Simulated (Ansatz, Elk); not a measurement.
**TiNbBAs: X-ray structure factors from the self-consistent density**

The structure of TiNbBAs used here is made up (a known structure type with other elements) and was relaxed beforehand with r2SCAN. The aim is the Fourier transform of its all-electron density, F(hkl), set beside the sum over free spherical atoms that refinements use.

Method: DFT, PBE, all-electron APW+lo, Dirac cores, scalar-relativistic bands, static density, no spin, in Elk 11.2.3 (patched build).

The structure was built from a prototype and need not be the compound's stable phase.

## 1. The structure

It takes space group R3m (No. 160, trigonal). Conventional cell: a = 3.362 Å, b = 3.362 Å, c = 17.924 Å, α = 90.00°, β = 90.00°, γ = 120.00°. Nearest to Nb lie 3 B at 2.30 Å and 3 As at 2.64 Å. Nearest to As lie 3 Ti at 2.62 Å and 3 Nb at 2.64 Å. Nearest to Ti lie 3 B at 2.28 Å and 3 As at 2.62 Å. Nearest to B lie 3 Ti at 2.28 Å and 3 Nb at 2.30 Å. Farther neighbours are not listed.

## 2. Ground state and structure factors

An all-electron density is needed, since X-rays see the cores too. Task 0 finds the density and task 195 Fourier-transforms it; tshift is off so that phases refer to the origin typed.

The input, elk.in:

```
tasks
  0
  195

xctype
  20

spinpol
  .false.

rgkmax
  7.0

gmaxvr
  14.0

lmaxo
  7

lmaxapw
  8

swidth
  0.002

tshift
  .false.

ramdisk
  .false.

hmaxvr
  5.5

maxscl
  120

epspot
  1e-06

sppath
  './'

avec
  3.17661274337 1.83401822249 11.29067751820
  -3.17661274337 1.83401822249 11.29067751820
  0.00000000000 -3.66803644499 11.29067751820

atoms
  4
  'Nb.in'
  1
  0.7329375809 0.7329375809 0.7329375809   0.000000 0.000000 0.000000
  'As.in'
  1
  0.4995537484 0.4995537484 0.4995537484   0.000000 0.000000 0.000000
  'Ti.in'
  1
  0.2641173737 0.2641173737 0.2641173737   0.000000 0.000000 0.000000
  'B.in'
  1
  0.9972579369 0.9972579369 0.9972579369   0.000000 0.000000 0.000000

ngridk
  8 8 8
```

Run with:

```
$ OMP_NUM_THREADS=4 elk
```

Numbers of over 12 decimals in the logs are rounded to 6 here.

The program printed:

```text
┌─────────────────────────┐
│ Elk code version 11.2.3 │
└─────────────────────────┘

All units are atomic (Hartree, Bohr, etc.)

┌─────────────────────────────────────────────────┐
│ Ground-state run starting from atomic densities │
└─────────────────────────────────────────────────┘

Lattice vectors :
   3.176612743       1.834018222       11.29067752
  -3.176612743       1.834018222       11.29067752
   0.000000000      -3.668036445       11.29067752

Reciprocal lattice vectors :
  0.9889756503      0.5709853579      0.1854977347
 -0.9889756503      0.5709853579      0.1854977347
  0.1293495742E-16  -1.141970716      0.1854977347

Unit cell volume      :    394.6745968
Brillouin zone volume :   0.6284929799

Muffin-tin inner radius fraction :   0.1000000000E-01

Nuclei treated as point charges

Species : 1 (Nb)
 parameters loaded from : Nb.in
 name : niobium
 nuclear charge    :   -41.00000000
 electronic charge :    41.00000000
 atomic mass :    169357.9704
 muffin-tin radius :    2.540665313
 number of radial points in muffin-tin :   1193
 inner part over the whole radius :   0.9998908428E-02
 number on inner part of muffin-tin    :    848
 approximate nuclear radius :   0.8268951942E-04
 number of mesh points to nuclear radius :    419
 atomic positions (lattice), magnetic fields (Cartesian) :
  1 :   0.73293758  0.73293758  0.73293758    0.00000000  0.00000000  0.00000000

Species : 2 (As)
 parameters loaded from : As.in
 name : arsenic
 nuclear charge    :   -33.00000000
 electronic charge :    33.00000000
 atomic mass :    136573.7220
 muffin-tin radius :    2.400000000
 number of radial points in muffin-tin :    993
 inner part over the whole radius :   0.9862024899E-02
 number on inner part of muffin-tin    :    702
 approximate nuclear radius :   0.7712558785E-04
 number of mesh points to nuclear radius :    341
 atomic positions (lattice), magnetic fields (Cartesian) :
  1 :   0.49955375  0.49955375  0.49955375    0.00000000  0.00000000  0.00000000

Species : 3 (Ti)
 parameters loaded from : Ti.in
 name : titanium
 nuclear charge    :   -22.00000000
 electronic charge :    22.00000000
 atomic mass :    87256.20317
 muffin-tin radius :    2.400000000
 number of radial points in muffin-tin :    993
 inner part over the whole radius :   0.9985722337E-02
 number on inner part of muffin-tin    :    699
 approximate nuclear radius :   0.6805665174E-04
 number of mesh points to nuclear radius :    325
 atomic positions (lattice), magnetic fields (Cartesian) :
  1 :   0.26411737  0.26411737  0.26411737    0.00000000  0.00000000  0.00000000

Species : 4 (B)
 parameters loaded from : B.in
 name : boron
 nuclear charge    :   -5.000000000
 electronic charge :    5.000000000
 atomic mass :    19707.24742
 muffin-tin radius :    1.758922140
 number of radial points in muffin-tin :    593
 inner part over the whole radius :   0.9787982914E-02
 number on inner part of muffin-tin    :    404
 approximate nuclear radius :   0.4534157419E-04
 number of mesh points to nuclear radius :    161
 atomic positions (lattice), magnetic fields (Cartesian) :
  1 :   0.99725794  0.99725794  0.99725794    0.00000000  0.00000000  0.00000000

Total number of atoms per unit cell :    4
Total muffin-tin volume :    207.3020132
 ratio of muffin-tin to unit cell volume :   0.5252479254

Spin treatment :
 spin-unpolarised

Number of Bravais lattice symmetries :   12
Number of crystal symmetries         :    6
Crystal has no inversion symmetry
Complex Hermitian eigensolver will be used

k-point grid :      8     8     8
k-point offset :    0.000000000       0.000000000       0.000000000
k-point set is reduced with full crystal symmetry group
Total number of k-points :      120

Muffin-tin radius times maximum |G+k| :    7.000000000
 using average radius
Maximum |G+k| for APW functions       :    3.077062575
Maximum (1/2)|G+k|²                   :    4.734157046
Maximum |G| for potential and density :    14.00000000
Constant for pseudocharge density :    9
[...]
total energy                :     -6961.2180428065

Density of states at Fermi energy :    60.24566071
 (states/Hartree/unit cell)

Estimated indirect band gap :   0.9665359135E-03
 from k-point 117 to k-point 51
Estimated direct band gap   :   0.1575125912E-01
 at k-point 87

Charges :
 core                        :    58.00000000
 valence                     :    43.00000000
 interstitial                :    6.107563393
 muffin-tins (core leakage)
  species : 1 (Nb)
   atom 1                    :    38.13484858     (  0.1255928900E-05)
  species : 2 (As)
   atom 1                    :    31.72645951     (  0.1483397079E-03)
  species : 3 (Ti)
[...]
species : 4 (B)
[...]
total in muffin-tins        :    94.89243661
 total calculated charge     :    100.9981032
 total charge                :    101.0000000
 error                       :   0.1896763764E-02

RMS change in Kohn-Sham potential (target) :    1.921037315     (  0.1000000000E-05)
Absolute change in total energy (target)   :   0.1949215989     (  0.1000000000E-03)

[... loops 3 to 21 left out ...]

┌──────────────────┐
│ Loop number : 22 │
└──────────────────┘

Energies :
 Fermi                       :     0.351531
 sum of occupied eigenvalues :     -4076.5791397815
 electron kinetic            :      7152.8661417891
 core electron kinetic       :      6817.5503203960
 Coulomb                     :     -13863.901353575
 Coulomb potential           :     -10905.127001562
 nuclear-nuclear             :     -905.14206833847
 electron-nuclear            :     -15035.816252945
 Hartree                     :      2077.0569677081
 Madelung                    :     -8411.3378527939
 xc potential                :     -324.31828000820
 exchange                    :     -244.38040023279
 correlation                 :     -4.906871
 electron entropic           :    -0.92003503959782E-03
 total energy                :     -6960.3234028771

Density of states at Fermi energy :    70.83819160
 (states/Hartree/unit cell)

Estimated indirect band gap :   0.1385027539E-02
 from k-point 109 to k-point 74
Estimated direct band gap   :   0.9432511231E-02
 at k-point 1

Charges :
 core                        :    58.00000000
 valence                     :    43.00000000
 interstitial                :    5.823574887
 muffin-tins (core leakage)
  species : 1 (Nb)
[...]
species : 2 (As)
[...]
species : 3 (Ti)
[...]
species : 4 (B)
[...]
total in muffin-tins        :    95.17642511
 total calculated charge     :    100.9983352
 total charge                :    101.0000000
 error                       :   0.1664840149E-02

RMS change in Kohn-Sham potential (target) :   0.6652558681E-06 (  0.1000000000E-05)
Absolute change in total energy (target)   :   0.1085560689E-04 (  0.1000000000E-03)

Convergence targets achieved

┌──────────────────┐
│ Loop number : 23 │
└──────────────────┘

Energies :
 Fermi                       :     0.351531
 sum of occupied eigenvalues :     -4076.5791407724
 electron kinetic            :      7152.8661415229
 core electron kinetic       :      6817.5503201929
 Coulomb                     :     -13863.901353976
 Coulomb potential           :     -10905.127009179
 nuclear-nuclear             :     -905.14206833847
 electron-nuclear            :     -15035.816246095
 Hartree                     :      2077.0569604572
 Madelung                    :     -8411.3378493870
 xc potential                :     -324.31827311630
 exchange                    :     -244.38040030286
 correlation                 :     -4.906871
 electron entropic           :    -0.92003490783239E-03
 total energy                :     -6960.3234036111

Density of states at Fermi energy :    70.83818011
 (states/Hartree/unit cell)

Estimated indirect band gap :   0.1385025356E-02
 from k-point 109 to k-point 74
Estimated direct band gap   :   0.9432497389E-02
 at k-point 1

Charges :
 core                        :    58.00000000
 valence                     :    43.00000000
 interstitial                :    5.823574931
 muffin-tins (core leakage)
  species : 1 (Nb)
[...]
species : 2 (As)
   atom 1                    :    31.73199587     (  0.1456720663E-03)
  species : 3 (Ti)
   atom 1                    :    20.41636170     ( -0.2204275713E-06)
  species : 4 (B)
   atom 1                    :    3.904982891     (  0.9231055790E-04)
 total in muffin-tins        :    95.17642507
 total calculated charge     :    100.9983352
 total charge                :    101.0000000
 error                       :   0.1664840003E-02

┌──────────────────────────────┐
│ Self-consistent loop stopped │
└──────────────────────────────┘

Warning : core states of species 2 leak from the muffin-tin :   0.1456720663E-03

Wrote STATE.OUT
```

The job ended after 70 s (4 threads of Arm Neoverse V2, shared host; peak memory 0.19 GiB).

SFACRHO.OUT:

```text

h k l indices transformed by vhmat matrix:
   1.000000000       0.000000000       0.000000000    
   0.000000000       1.000000000       0.000000000    
   0.000000000       0.000000000       1.000000000    

      h      k      l  multipl.   |H|            Re(F)            Im(F)           |F|

      0      0      0      1   0.0000000       101.00000     -0.28513553E-17   101.00000    
     -1     -1     -1      1  0.55649320      -9.1924846      -17.017202       19.341327    
      1      1      1      1  0.55649320      -9.1924846       17.017202       19.341327    
     -2     -2     -2      1   1.1129864      -10.639976      -10.754122       15.128127    
      2      2      2      1   1.1129864      -10.639976       10.754122       15.128127    
      0      0     -1      3   1.1569384      -29.190118       16.468630       33.515351    
      1      0      0      3   1.1569384      -29.190118      -16.468630       33.515351    
      0      1      1      3   1.2007226      -18.327915       3.8380306       18.725463    
      0     -1     -1      3   1.2007226      -18.327915      -3.8380306       18.725463    
      1      1      2      3   1.3618545       72.623716      -8.2205860       73.087496    
     -1     -2     -1      3   1.3618545       72.623716       8.2205860       73.087496    
     -1     -2     -2      3   1.4711670      -45.166294       12.762831       46.934891    
      2      2      1      3   1.4711670      -45.166294      -12.762831       46.934891    
      3      3      3      1   1.6694796      -56.564654      -6.5991120       56.948296    
     -3     -3     -3      1   1.6694796      -56.564654       6.5991120       56.948296    
      2      3      2      3   1.7292074       6.5044380       10.129111       12.037716    
     -2     -2     -3      3   1.7292074       6.5044380      -10.129111       12.037716    
     -3     -3     -2      3   1.8725115       54.185929       13.433580       55.826302
```

Elk indexes on the primitive cell of elk.in and gives |H| = 4π sin θ/λ in inverse bohr. Below, one row stands for each form hkl of the conventional cell (m members, Friedel mates merged), F is for one primitive cell and the density is static (no thermal factor). Free-atom factors are Waasmaier and Kirfel's, and R is Σm||F|−|F'||/Σm|F|.

| hkl | m | sin θ/λ (Å⁻¹) | abs F, DFT | neutral atoms | diff. | abs of complex diff. |
| --- | --- | --- | --- | --- | --- | --- |
| 003 | 2 | 0.084 | 19.341 | 19.644 | -0.302 | 0.318 |
| 006 | 2 | 0.167 | 15.128 | 15.699 | -0.571 | 0.654 |
| 101 | 6 | 0.174 | 33.515 | 33.742 | -0.227 | 0.230 |
| 012 | 6 | 0.181 | 18.725 | 19.381 | -0.656 | 0.661 |
| 104 | 6 | 0.205 | 73.087 | 73.219 | -0.132 | 0.140 |
| 015 | 6 | 0.221 | 46.935 | 47.282 | -0.347 | 0.349 |
| 009 | 2 | 0.251 | 56.948 | 57.458 | -0.509 | 0.513 |
| 107 | 6 | 0.260 | 12.038 | 12.056 | -0.018 | 0.029 |
| 018 | 6 | 0.282 | 55.826 | 56.043 | -0.217 | 0.221 |
| 110 | 6 | 0.297 | 65.708 | 65.900 | -0.192 | 0.192 |
| 113 | 12 | 0.309 | 15.982 | 15.954 | +0.028 | 0.093 |
| 1 0 10 | 6 | 0.328 | 13.151 | 13.114 | +0.037 | 0.302 |
| 0 0 12 | 2 | 0.335 | 39.874 | 39.977 | -0.103 | 0.171 |
| 116 | 12 | 0.341 | 12.270 | 12.038 | +0.232 | 0.266 |
| 021 | 6 | 0.345 | 27.113 | 27.127 | -0.015 | 0.145 |
| 202 | 6 | 0.348 | 14.596 | 14.359 | +0.238 | 0.238 |
| 0 1 11 | 6 | 0.352 | 14.803 | 14.658 | +0.145 | 0.145 |
| 024 | 6 | 0.361 | 56.996 | 57.052 | -0.056 | 0.077 |
| 205 | 6 | 0.371 | 38.241 | 38.157 | +0.084 | 0.125 |
| 119 | 12 | 0.389 | 46.786 | 46.705 | +0.082 | 0.098 |
| 027 | 6 | 0.395 | 10.264 | 10.141 | +0.123 | 0.137 |
| 1 0 13 | 6 | 0.401 | 51.618 | 51.571 | +0.048 | 0.051 |

## 3. The highest occupied states alone

An energy window below the Fermi level keeps the highest occupied states, to see at which angles they scatter; shallow core shells can lie inside it and anion s states outside. No new self-consistency is needed.

Changes to elk.in since step 2:

```diff
@@ -1,3 +1,2 @@
 tasks
-  0
   195
@@ -40,2 +39,5 @@
 
+wsfac
+  -0.015960 0.651530
+
 sppath
```

Run with:

```
$ OMP_NUM_THREADS=4 elk
```

The program printed:

```text
┌─────────────────────────────────┐
│ Elk code version 11.2.3 started │
└─────────────────────────────────┘

Info(readinput): the functional depends on the density's gradient
 muffin-tin radial points multiplied by    2.00000
 (not where nrmtscf is given)

┌────────────────────┐
│ Current task : 195 │
└────────────────────┘
Info(checkmt): changed muffin-tin radius of species 1 (Nb) from   2.6000 to   2.5407
Info(checkmt): changed muffin-tin radius of species 4 (B) from   1.8000 to   1.7589

Info(sfacrho): density structure factors written to SFACRHO.OUT

 Energy window :  -0.1596000000E-01  0.6515300000

┌──────────────────┐
│ Elk code stopped │
└──────────────────┘
```

It took 7.3 s on 4 threads; peak memory 0.16 GiB; 11 s of CPU time.

States within 10 eV below the Fermi level hold 15.00 electrons; any levels below the window count with the cores. Their amplitudes can exceed the total, where window and core parts have opposite phase:

| hkl | sin θ/λ (Å⁻¹) | abs F, window | abs F, all |
| --- | --- | --- | --- |
| 003 | 0.084 | 2.176 | 19.341 |
| 006 | 0.167 | 0.417 | 15.128 |
| 101 | 0.174 | 0.332 | 33.515 |
| 012 | 0.181 | 0.048 | 18.725 |
| 104 | 0.205 | 2.567 | 73.087 |
| 015 | 0.221 | 0.104 | 46.935 |
| 009 | 0.251 | 0.141 | 56.948 |
| 107 | 0.260 | 0.866 | 12.038 |
| 018 | 0.282 | 0.632 | 55.826 |
| 110 | 0.297 | 0.637 | 65.708 |

(Continued in part 2 of 2.)

[Logs are printed without paths, hosts, clocks, repeated set-up lines and the standing remarks that a program may print on its own settings, such as how far it seeks lower states.]

[Hosts, paths, dates, database ids (printed as entryN), source tags and the programs' standing remarks are cut or masked in the printed files.]
